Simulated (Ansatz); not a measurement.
# TiSeS monolayer, Janus under uniaxial strain along the armchair direction, normal to a, with the width clamped

Wanted: the shifts of the zone-centre modes of TiSeS monolayer, Janus with strain.

Main program and level: Ansatz 0.2.0; DFT PBEsol, scalar-relativistic, plane waves, PAW; PAW set soft_1.

Most raw output is cut from this account.

## Step 1: Starting point

The cell holds 3 atoms: 1 Ti, 1 S and 1 Se. Cell: a = 3.500 Å, b = 3.500 Å, c = 30.000 Å, α = 90.0°, β = 90.0°, γ = 120.0°. Vacuum lies along c. The height across the vacuum is the one that the program set for its solve, not the one typed.

## Step 2: A rough relaxation first

The start is far from rest, so a relaxation with loose tolerances brings it close first. The program lengthens the typed cell of 20.0 Å along the normal to 30.0 Å, as its cut-off of the electrostatics needs, and moves no atom.

File input.yaml:

```yaml
crystal:
  lattice:
    - [3.5, 0.0, 0.0]
    - [-1.75, 3.03109, 0.0]
    - [0.0, 0.0, 20.0]
  atoms:
    - { symbol: Ti, position: [0.0, 0.0, 0.5] }
    - { symbol: S, position: [0.333333, 0.666667, 0.575] }
    - { symbol: Se, position: [0.666667, 0.333333, 0.42] }
  periodic: [true, true, false]
kpoints:
  mp_grid: { grid: [6, 6, 1] }
hamiltonian:
  xc: pbesol
  pseudopotentials: { kind: paw, azcp: { folder: soft_1 }, xc_functional: pbe }
scf:
  occupations: { method: gaussian, width: 0.1 }
output:
  forces: true
  stress: true
  eigenvalues: true
relax:
  adjacent_minimum: "off"
  f_tol: 0.05
  max_steps: 80
  cell: { stress_2d_tol: 0.02 }
```

Command:

```bash
$ ansatz run input.yaml --threads 8 --pin off --max-ram 16384MiB --backend cpu --events-out ev --progress --plain --runs-dir out
```

Elapsed: 5.2 s, on 8 threads of INTEL XEON PLATINUM 8581C at 2.10GHz (Emerald Rapids), shared host; peak memory 0.74 GiB.

Relaxation path:

```
step  energy less that of the first step (eV)  largest force component (eV/Å)  volume (Å³)
   1                                   0.0000                          1.5812       318.26
   2                                  -0.1653                          0.7449       309.35
   3                                  -0.2074                          0.0341       301.79
   4                                  -0.2075                          0.0077       301.07
   5                                  -0.2075                          0.0004       301.17
  6*                                  -0.2069                          0.0004       301.17
```

Relaxation steps marked * repeat the geometry before them on a plane-wave basis chosen anew for their cell, so energy and pressure can jump there.

The run keeps the 6 symmetry operations that it works with, so distortions that break them were not tested.

```
cell as run  before  after  change
      a (Å)   3.500  3.405  -2.7 %
      b (Å)   3.500  3.405  -2.7 %
```

The atoms that moved most (Å, along periodic axes as changes of fractional coordinates times the final cell, across vacuum about the mean position):

```
atom     dx     dy      dz  length
  S2  0.000  0.000  -0.091   0.091
 Ti1  0.000  0.000   0.059   0.059
 Se3  0.000  0.000   0.032   0.032
```

The relaxed structure:

```
Ti S Se
1.0
     3.40473    0.00000    0.00000
    -1.70237    2.94858    0.00000
     0.00000    0.00000   30.00000
Ti S Se
1 1 1
Direct
  0.00000 0.00000 0.33532
  0.33333 0.66667 0.38028
  0.66667 0.33333 0.28107
```

This step gave:

| Quantity | Value |
| --- | --- |
| gap on the k-mesh | 0 eV |
| area per atom | 3.346 Å² |

The relaxation ends with a largest force component of 3.8e-4 eV/Å.

## Step 3: Relaxation

Harmonic phonons are second derivatives at a point where the forces vanish, and they are wanted at zero stress, so atoms and cell are relaxed first.

File input.yaml:

```yaml
crystal:
  lattice:
    - [3.404730566, 0.0, 0.0]
    - [-1.702365283, 2.9485831632, 0.0]
    - [0.0, 0.0, 30.0]
  atoms:
    - { symbol: Ti, position: [0.0, 0.0, 0.3353156786] }
    - { symbol: S, position: [0.3333333333, 0.6666666667, 0.380284383] }
    - { symbol: Se, position: [0.6666666667, 0.3333333333, 0.2810666051] }
  periodic: [true, true, false]
kpoints:
  mp_grid: { grid: [15, 15, 1] }
hamiltonian:
  xc: pbesol
  pseudopotentials: { kind: paw, azcp: { folder: soft_1 }, xc_functional: pbe }
scf:
  occupations: { method: gaussian, width: 0.1 }
output:
  forces: true
  stress: true
  eigenvalues: true
  write_density: true
  write_potential: true
  elf: true
  volumetric_format: npy
relax:
  adjacent_minimum: "off"
  f_tol: 0.005
  max_steps: 80
  cell: { stress_2d_tol: 0.02 }
```

The job ended after 8.9 s (8 threads; peak memory 0.89 GiB).

The steps of the relaxation:

```
step  energy less that of the first step (eV)  largest force component (eV/Å)  volume (Å³)
   1                                   0.0000                          0.0170       301.17
   2                                  -0.0001                          0.0151       301.80
   3                                  -0.0001                          0.0036       301.82
  4*                                  -0.0001                          0.0036       301.82
```

Relaxation steps marked * repeat the geometry before them on a plane-wave basis chosen anew for their cell, so energy and pressure can jump there.

The run keeps the 6 symmetry operations that it works with, so distortions that break them were not tested.

```
cell as run  before  after  change
      a (Å)   3.405  3.408  +0.1 %
      b (Å)   3.405  3.408  +0.1 %
```

Final coordinates:

```
Ti S Se
1.0
     3.40838    0.00000    0.00000
    -1.70419    2.95174    0.00000
     0.00000    0.00000   30.00000
Ti S Se
1 1 1
Cartesian
  0.0000 0.0000 10.0594
  0.0000 1.9678 11.4052
  1.7042 0.9839 8.4354
```

Numbers from this step:

| Item | Value |
| --- | --- |
| area per atom | 3.354 Å² |

Electrostatic potential energy in the ac plane at fractional y = 0.333, with atoms of Se within 0.2 Å of it. With pseudopotentials it is smooth inside the atoms' cores, unlike the true potential.

Values in eV, 24 rows by 14 columns, each cell a mean:
```
  0   0   0   0   0   0   0   0   0   0   0   0   0   0
  0   0   0   0   0   0   0   0   0   0   0   0   0   0
  0   0   0   0   0   0   0   0   0   0   0   0   0   0
  0   0   0   0   0   0   0   0   0   0   0   0   0   0
  0   0   0   0   0   0   0   0   0   0   0   0   0   0
  0   0   0   0   0   0   0   0   0   0   0   0   0   0
  0   0   0   0   0   0   0   0   0   0   0   0   0   0
  0   0   0   0   0   0   0   0   0   0   0   0   0   0
  0   0   0   0   0   0   0   0   0   0   0   0   0   0
  0   0   0   0   0   0   0   0   0   0   0   0   0   0
  0   0   0   0   0   0   0   0   0   0   0   0   0   0
  0   0   0   0   0   0   0   0   0   0   0   0   0   0
  0   0   0   0   0   0   0   0   0   0   0   0   0   0
  0   0   0   0   0   0   0   0   0   0   0   0   0   0
 -5  -6  -7  -7  -5  -4  -2  -1  -1  -1  -1  -1  -2  -3
 -9 -11 -11 -11 -10  -7  -5  -3  -3  -2  -3  -3  -4  -6
 -7  -7  -8  -8  -7  -8  -9 -10  -9  -8  -9 -10 -10  -9
 -5  -3  -2  -2  -4  -8 -11 -11  -8  -6  -7 -10 -11 -10
  0   0   0   0   0  -1  -1  -1  -2  -2  -2  -2  -1  -1
  0   0   0   0   0   0   0   0   0   0   0   0   0   0
  0   0   0   0   0   0   0   0   0   0   0   0   0   0
  0   0   0   0   0   0   0   0   0   0   0   0   0   0
  0   0   0   0   0   0   0   0   0   0   0   0   0   0
  0   0   0   0   0   0   0   0   0   0   0   0   0   0
```
Columns run along a (3.4 Å; values clipped at the 3rd and 97th percentile), rows up along c (30.0 Å). Atoms in or near the plane, at fractional coordinates: Se at (0.67, 0.28).

Valence density in the ac plane at fractional y = 0.333, with atoms of Se within 0.2 Å of it. It is the smooth field of the valence electrons, not physical close to the nuclei.

Ten steps, logarithmic in the rise over the least value, from '_' (0 e/Å³) to '@' (21 e/Å³), each cell a mean:
```
____________________________
____________________________
____________________________
____________________________
____________________________
____________________________
____________________________
____________________________
____________________________
____________________________
____________________________
____________________________
____________________________
____________________________
..::::::......____________..
..::::::::......________....
..........::::--++****==::::
....____..::--++%%@@@@**--::
____________________________
____________________________
____________________________
____________________________
____________________________
____________________________
```
Columns run along a (3.4 Å), rows up along c (30.0 Å). Atoms in or near the plane, at fractional coordinates: Se at (0.67, 0.28).

ELF in the ac plane at fractional y = 0.333, with atoms of Se within 0.2 Å of it. It is the smooth field of the valence electrons, not physical close to the nuclei.

Ten even steps from '_' (0.00) to '@' (0.81), each cell a mean:
```
____________________________
____________________________
____________________________
____________________________
____________________________
____________________________
____________________________
____________________________
____________________________
____________________________
____________________________
____________________________
____________________________
::------::..______________..
%%@@@@@@@@##==..______..--**
--========--::::......::::--
==::..::--**##%%##**######**
##--..::**%%@@%%##****%%@@@@
::______..--++##%%%%%%##**==
__________________....______
____________________________
____________________________
____________________________
____________________________
```
Columns run along a (3.4 Å), rows up along c (30.0 Å). Atoms in or near the plane, at fractional coordinates: Se at (0.67, 0.28).

## Step 4: Tight relaxation

Phonons need small forces and stress, so the relaxation is finished with tight tolerances on 15×15×1 k points.

input.yaml, the sections that differ from step 3:

```yaml
crystal:
  lattice:
    - [3.4083771371, 0.0, 0.0]
    - [-1.7041885686, 2.9517411864, 0.0]
    - [0.0, 0.0, 30.0]
  atoms:
    - { symbol: Ti, position: [0.0, 0.0, 0.335314477] }
    - { symbol: S, position: [0.3333333333, 0.6666666667, 0.38017272] }
    - { symbol: Se, position: [0.6666666667, 0.3333333333, 0.2811794697] }
  periodic: [true, true, false]
scf:
  occupations: { method: methfessel_paxton, width: 0.2 }
relax:
  adjacent_minimum: "off"
  f_tol: 0.001
  max_steps: 60
  cell: { stress_2d_tol: 0.002 }
# kpoints, hamiltonian, output: as in step 3
```

It took 11 s on 8 threads; peak memory 0.9 GiB; 75 s of CPU time.

Little changed from the start: no atom moved by 0.005 Å and no cell edge by 0.1 %.

Numbers from this step:

```
area per atom : 3.357 Å²
```

Valence density in the ac plane at fractional y = 0.000, with atoms of Ti within 0.2 Å of it. It is the smooth field of the valence electrons, not physical close to the nuclei.

Values in units of 1e0 e/Å³, 24 rows by 14 columns, each cell a mean:
```
0.0 0.0 0.0 0.0 0.0 0.0 0.0 0.0 0.0 0.0 0.0 0.0 0.0 0.0
0.0 0.0 0.0 0.0 0.0 0.0 0.0 0.0 0.0 0.0 0.0 0.0 0.0 0.0
0.0 0.0 0.0 0.0 0.0 0.0 0.0 0.0 0.0 0.0 0.0 0.0 0.0 0.0
0.0 0.0 0.0 0.0 0.0 0.0 0.0 0.0 0.0 0.0 0.0 0.0 0.0 0.0
0.0 0.0 0.0 0.0 0.0 0.0 0.0 0.0 0.0 0.0 0.0 0.0 0.0 0.0
0.0 0.0 0.0 0.0 0.0 0.0 0.0 0.0 0.0 0.0 0.0 0.0 0.0 0.0
0.0 0.0 0.0 0.0 0.0 0.0 0.0 0.0 0.0 0.0 0.0 0.0 0.0 0.0
0.0 0.0 0.0 0.0 0.0 0.0 0.0 0.0 0.0 0.0 0.0 0.0 0.0 0.0
0.0 0.0 0.0 0.0 0.0 0.0 0.0 0.0 0.0 0.0 0.0 0.0 0.0 0.0
0.0 0.0 0.0 0.0 0.0 0.0 0.0 0.0 0.0 0.0 0.0 0.0 0.0 0.0
0.0 0.0 0.0 0.0 0.0 0.0 0.0 0.0 0.0 0.0 0.0 0.0 0.0 0.0
0.0 0.0 0.0 0.0 0.0 0.0 0.0 0.0 0.0 0.0 0.0 0.0 0.0 0.0
0.0 0.0 0.0 0.0 0.0 0.0 0.0 0.0 0.0 0.0 0.0 0.0 0.0 0.0
0.0 0.0 0.0 0.0 0.0 0.0 0.0 0.0 0.0 0.0 0.0 0.0 0.0 0.0
0.1 0.1 0.1 0.1 0.2 0.3 0.3 0.4 0.3 0.3 0.2 0.1 0.1 0.1
6.0 4.7 2.5 0.8 0.3 0.3 0.3 0.3 0.3 0.3 0.4 1.1 2.9 5.1
3.0 2.4 1.3 0.5 0.3 0.3 0.3 0.3 0.3 0.3 0.3 0.6 1.5 2.6
0.1 0.1 0.1 0.1 0.2 0.3 0.3 0.4 0.3 0.3 0.2 0.1 0.1 0.1
0.0 0.0 0.0 0.0 0.0 0.0 0.0 0.0 0.0 0.0 0.0 0.0 0.0 0.0
0.0 0.0 0.0 0.0 0.0 0.0 0.0 0.0 0.0 0.0 0.0 0.0 0.0 0.0
0.0 0.0 0.0 0.0 0.0 0.0 0.0 0.0 0.0 0.0 0.0 0.0 0.0 0.0
0.0 0.0 0.0 0.0 0.0 0.0 0.0 0.0 0.0 0.0 0.0 0.0 0.0 0.0
0.0 0.0 0.0 0.0 0.0 0.0 0.0 0.0 0.0 0.0 0.0 0.0 0.0 0.0
0.0 0.0 0.0 0.0 0.0 0.0 0.0 0.0 0.0 0.0 0.0 0.0 0.0 0.0
```
Columns run along a (3.4 Å), rows up along c (30.0 Å). Atoms in or near the plane, at fractional coordinates: Ti at (0.00, 0.34).

ELF in the ac plane at fractional y = 0.000, with atoms of Ti within 0.2 Å of it. It is the smooth field of the valence electrons, not physical close to the nuclei.

Ten even steps from '0' (0.00) to '9' (0.77), each cell a mean:
```
00000000000000
00000000000000
00000000000000
00000000000000
00000000000000
00000000000000
00000000000000
00000000000000
00000000000000
00000000000000
00000000000000
00000000000000
00000000000000
00001233321000
01247999997410
66643466643466
44444677654444
11257899987421
00001344321000
00000000000000
00000000000000
00000000000000
00000000000000
00000000000000
```
Columns run along a (3.4 Å), rows up along c (30.0 Å). Atoms in or near the plane, at fractional coordinates: Ti at (0.00, 0.34).

Electrostatic potential energy in the ac plane at fractional y = 0.000, with atoms of Ti within 0.2 Å of it. With pseudopotentials it is smooth inside the atoms' cores, unlike the true potential.

Ten even steps from '0' (-17 eV) to '9' (0 eV), each cell a mean:
```
99999999999999
99999999999999
99999999999999
99999999999999
99999999999999
99999999999999
99999999999999
99999999999999
99999999999999
99999999999999
99999999999999
99999999999999
99999999999999
99999999999999
88887766678888
00013566652100
11234666654221
99887654567889
99999999999999
99999999999999
99999999999999
99999999999999
99999999999999
99999999999999
```
Columns run along a (3.4 Å; values clipped at the 3rd and 97th percentile), rows up along c (30.0 Å). Atoms in or near the plane, at fractional coordinates: Ti at (0.00, 0.34).

The largest force component left is 0.21 meV/Å, within the tolerances set.

## Step 5: Modes at rest

The force constants come from the linear response of the density to a displacement.

The modes at rest are the reference of the series.

input.yaml, the sections that differ from step 4:

```yaml
crystal:
  lattice:
    - [3.4099453813, 0.0, 0.0]
    - [-1.7049726907, 2.9530993257, 0.0]
    - [0.0, 0.0, 30.0]
  atoms:
    - { symbol: Ti, position: [0.0, 0.0, 0.3353131118] }
    - { symbol: S, position: [0.3333333333, 0.6666666667, 0.3801394222] }
    - { symbol: Se, position: [0.6666666667, 0.3333333333, 0.2812141327] }
  periodic: [true, true, false]
output:
  eigenvalues: true
phonons:
  method: dfpt
# kpoints, hamiltonian, scf: as in step 4
# relax: removed
```

Elapsed: 36 s, on 8 threads; peak memory 1.9 GiB.

Numbers from this step:

```yaml
sum_rule_residual_before_enforcement: 5.57e-5 eV/Å²
point_group: 3m
highest_optical_mode_at_the_zone_centre_no_lo_to_term: 370.9 cm⁻¹
lowest_optical_zone_centre_mode: 126.0 cm⁻¹
```

Patterns of degenerate modes are one choice out of their space. The modes at Γ (shares of kinetic energy by element, %):

```
mode  frequency (cm⁻¹)  symmetry  Ti %  S %  Se %
   1               0.0  acoustic    30   20    50
   2               0.0  acoustic    30   20    50
   3               0.0  acoustic    30   20    50
   4             126.0         E    51    4    46
   5             126.0         E    51    4    46
   6             231.3         E    19   76     5
   7             231.3         E    19   76     5
   8             245.4        A1    15   38    48
   9             370.9        A1    55   42     3
```

Displacements in mode 5 (126.0 cm⁻¹), the largest set to 1:
```
Ti1  0.08  1.00  0.00
S2   0.03  0.33  0.00
Se3 -0.06 -0.74  0.00
```

Displacements in mode 9 (370.9 cm⁻¹), the largest set to 1:
```
Ti1  0.00  0.00  0.94
S2   0.00  0.00 -1.00
Se3  0.00  0.00 -0.16
```

Before it was imposed, the acoustic sum rule was missed by 5.6e-5 eV/Å². Small misses are needed for a sound result but don't prove that mesh and cutoff are converged. The lowest optical mode is real, 126 cm⁻¹.

## Step 6: Relaxation of a member: uniaxial strain of +5 % along the armchair direction, normal to a, with the width clamped

The cell takes a uniaxial strain of +5 % along the armchair direction, normal to a, with the width clamped. The cell is held, and the atoms relax in it.

input.yaml, the sections that differ from step 5:

```yaml
crystal:
  lattice:
    - [3.4099453813, 0.0, 0.0]
    - [-1.7049726907, 3.1007542918, 0.0]
    - [0.0, 0.0, 30.0]
  atoms:
    - { symbol: Ti, position: [0.0007580722, 0.0015161444, 0.3354196627] }
    - { symbol: S, position: [0.3305540623, 0.6611081246, 0.3790723494] }
    - { symbol: Se, position: [0.6686878654, 0.3373757308, 0.2821746545] }
  periodic: [true, true, false]
output:
  forces: true
  stress: true
  eigenvalues: true
relax:
  adjacent_minimum: "off"
  f_tol: 0.001
  max_steps: 60
# kpoints, hamiltonian, scf: as in step 5
# phonons: removed
```

Elapsed: 20 s, on 8 threads; peak memory 1.1 GiB.

Relaxation path:

```
step  energy less that of the first step (eV)  largest force component (eV/Å)
   1                                   0.0000                          0.0857
   2                                  -0.0004                          0.0601
   3                                  -0.0006                          0.0141
   4                                  -0.0006                          0.0032
   5                                  -0.0006                          0.0005
```

The run keeps the 2 symmetry operations that it works with, so distortions that break them were not tested.

The relaxed structure:

```xyz
3
Lattice="3.4099 0.0000 0.0000 -1.7050 3.1008 0.0000 0.0000 0.0000 30.0000" Properties=species:S:1:pos:R:3
Ti    0.0000    0.0057   10.0636
S     0.0000    2.0465   11.3644
Se    1.7050    1.0485    8.4720
```

This step gave:

- area per atom: 3.524 Å²

The largest force component left is 0.53 meV/Å.

## Step 7: Modes of this member: uniaxial strain of +5 % along the armchair direction, normal to a, with the width clamped

The zone-centre modes follow for uniaxial strain of +5 % along the armchair direction, normal to a, with the width clamped.

input.yaml, the sections that differ from step 6:

```yaml
crystal:
  lattice:
    - [3.4099453813, 0.0, 0.0]
    - [-1.7049726907, 3.1007542918, 0.0]
    - [0.0, 0.0, 30.0]
  atoms:
    - { symbol: Ti, position: [0.0009269701, 0.0018539402, 0.335453767] }
    - { symbol: S, position: [0.3300072515, 0.6600145031, 0.3788124411] }
    - { symbol: Se, position: [0.6690657783, 0.3381315565, 0.2824004585] }
  periodic: [true, true, false]
output:
  eigenvalues: true
phonons:
  method: dfpt
# kpoints, hamiltonian, scf: as in step 6
# relax: removed
```

It took 52 s on 8 threads; peak memory 2 GiB; 5.8 min of CPU time.

This step gave:

```yaml
sum_rule_residual_before_enforcement: 5.64e-5 eV/Å²
point_group: m
highest_optical_mode_at_the_zone_centre_no_lo_to_term: 349.8 cm⁻¹
lowest_optical_zone_centre_mode: 124.7 cm⁻¹
```

Patterns of degenerate modes are one choice out of their space. The modes at Γ (shares of kinetic energy by element, %):

```
mode  frequency (cm⁻¹)  symmetry  Ti %  S %  Se %
   1               0.0  acoustic    30   20    50
   2               0.0  acoustic    30   20    50
   3               0.0  acoustic    30   20    50
   4             124.7       A''    53    2    44
   5             128.1        A'    49    4    46
   6             227.3       A''    17   77     6
   7             228.3        A'    21   75     4
   8             240.8        A'    15   37    48
   9             349.8        A'    55   42     3
```

Displacements in mode 4 (124.7 cm⁻¹), the largest set to 1:
```
Ti1  1.00  0.00  0.00
S2   0.26  0.00  0.00
Se3 -0.71  0.00  0.00
```

Displacements in mode 9 (349.8 cm⁻¹), the largest set to 1:
```
Ti1  0.00 -0.10  0.93
S2   0.00  0.12 -1.00
Se3  0.00  0.01 -0.16
```

The lowest optical mode is real, 125 cm⁻¹, and the highest lies at 349.8 cm⁻¹.

Between step 5 and this run (strain 5 %) the value for the highest optical mode at the zone centre (no LO-TO term) moves from 371 cm⁻¹ to 350 cm⁻¹ (-6 %).

[end of part 1 of 2]

[Logs are printed without paths, hosts, clocks, repeated set-up lines and the standing remarks that a program may print on its own settings, such as how far it seeks lower states.]

[Hosts, paths, dates, database ids (printed as entryN), source tags and the programs' standing remarks are cut or masked in the printed files.]
